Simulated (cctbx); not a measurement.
# Occupancies in Ca3Mn2Ga6

Cell a = 4.1610 Å, b = 4.2510 Å, c = 24.7040 Å, α = 90.00°, β = 90.00°, γ = 90.00°; space group Immm (no. 71); nominal formula Ca3Mn2Ga6.

The data are simulated with cctbx, not measured: Mo Kα, λ = 0.71073 Å, to d = 0.77 Å, 80 % of the full sphere, strongest reflection 20000 counts, noise from counting, a 1.5 % proportional error and a noise floor of 2 counts (s.d.); no absorption.

With every site full:

```text
Rint 0.022, 335 unique reflections to 0.77 A
cycle     R1     wR2    GooF  max shift (A)
   1  0.0454  0.0973   3.931   0.00128
   2  0.0271  0.0621   2.508   0.00001
final R1 0.0271 wR2 0.0621 GooF 2.508  parameters 23  data/parameter 14.6
atom        x        y        z      Ueq    occ   su(xyz)  su(Uiso or U11)
Ga1    0.00000  0.50000  0.90410   0.0194  1.000  0.00004  0.0005
Ga2    0.00000  0.00000  0.54667   0.0156  1.000  0.00004  0.0005
Ga3    0.00000  0.00000  0.74905   0.0187  1.000  0.00005  0.0005
Mn1    0.00000  0.50000  0.81030   0.0196  1.000  0.00006  0.0007
Ca2    0.00000  0.50000  0.64659   0.0147  1.000  0.00007  0.0008
Ca3    0.00000  0.00000  0.00000   0.0192  1.000  0.00000  0.0013
difference map: max 1.68 min -1.09 rms 0.22
Q1    0.0000  0.5000  0.3388    4    1.69  0.36 A from Ca2
Q2    0.0000  0.4201  0.3604    8    1.54  0.38 A from Ca2
Q3    0.0000  0.0000  0.3411    4    0.55  2.15 A from Ca2
Q4    0.0000  0.5000  0.1390    4    0.52  1.07 A from Ga1
Q5    0.1695  0.5000  0.4189    8    0.49  1.76 A from Ca2
Q6    0.0000  0.1983  0.3303    8    0.48  1.40 A from Ca2
```

With the occupancies of the suspect sites free, each still typed as its main element:

```text
Rint 0.022, 335 unique reflections to 0.77 A
cycle     R1     wR2    GooF  max shift (A)
   1  0.0648  0.1376   5.577   0.00017
  20  0.0149  0.0292   1.186   0.00001
final R1 0.0147 wR2 0.0289 GooF 1.172  parameters 25  data/parameter 13.4
atom        x        y        z      Ueq    occ   su(xyz)  su(Uiso or U11)
Ga1    0.00000  0.50000  0.90410   0.0164  0.935  0.00002  0.0003
Ga2    0.00000  0.00000  0.54669   0.0162  1.000  0.00002  0.0002
Ga3    0.00000  0.00000  0.74906   0.0193  1.000  0.00002  0.0002
Mn1    0.00000  0.50000  0.81031   0.0202  1.000  0.00003  0.0004
Ca2    0.00000  0.50000  0.64662   0.0191  1.081  0.00003  0.0005
Ca3    0.00000  0.00000  0.00000   0.0198  1.000  0.00000  0.0006
su of occupancy Ga1: 0.003
su of occupancy Ca2: 0.006
difference map: max 0.56 min -0.43 rms 0.11
Q1    0.0937  0.5000  0.3509    8    0.56  0.39 A from Ca2
Q2    0.0000  0.1930  0.3288    8    0.41  1.44 A from Ca2
Q3    0.1758  0.5000  0.4193    8    0.40  1.78 A from Ca2
Q4    0.0000  0.0000  0.3415    4    0.38  2.15 A from Ca2
Q5    0.0000  0.5000  0.2295    4    0.32  0.98 A from Mn1
Q6    0.1997  0.0000  0.1755    8    0.32  1.44 A from Ca2
```

**Question.** What is the disorder?

X-rays count electrons. Ga1 refines to 0.935(0.003), or 29.0 electrons; the site truly holds 0.85 Ga and 0.15 Ca, 29.3 electrons, which is 0.947 of Ga; Ca2 refines to 1.081(0.006), or 21.6 electrons; the site truly holds 0.85 Ca and 0.15 Ga, 21.6 electrons, which is 1.083 of Ca. A value under 1 can't tell vacancies from a lighter guest, and one over 1 needs a heavier guest; chemistry or a second radiation must settle which. Occupancy correlates with U and the scale, and the two elements' form factors differ in shape, so the match is approximate.

Freeing them takes R1 from 0.0271 to 0.0147 and GooF from 2.51 to 1.17.

The model is made up (kin elements in a known structure type, no relaxation), so it says nothing on whether the phase exists.

[Middle refinement cycles are left out of these outputs.]

[Logs are printed without paths, hosts, clocks, repeated set-up lines and the standing remarks that a program may print on its own settings, such as how far it seeks lower states.]
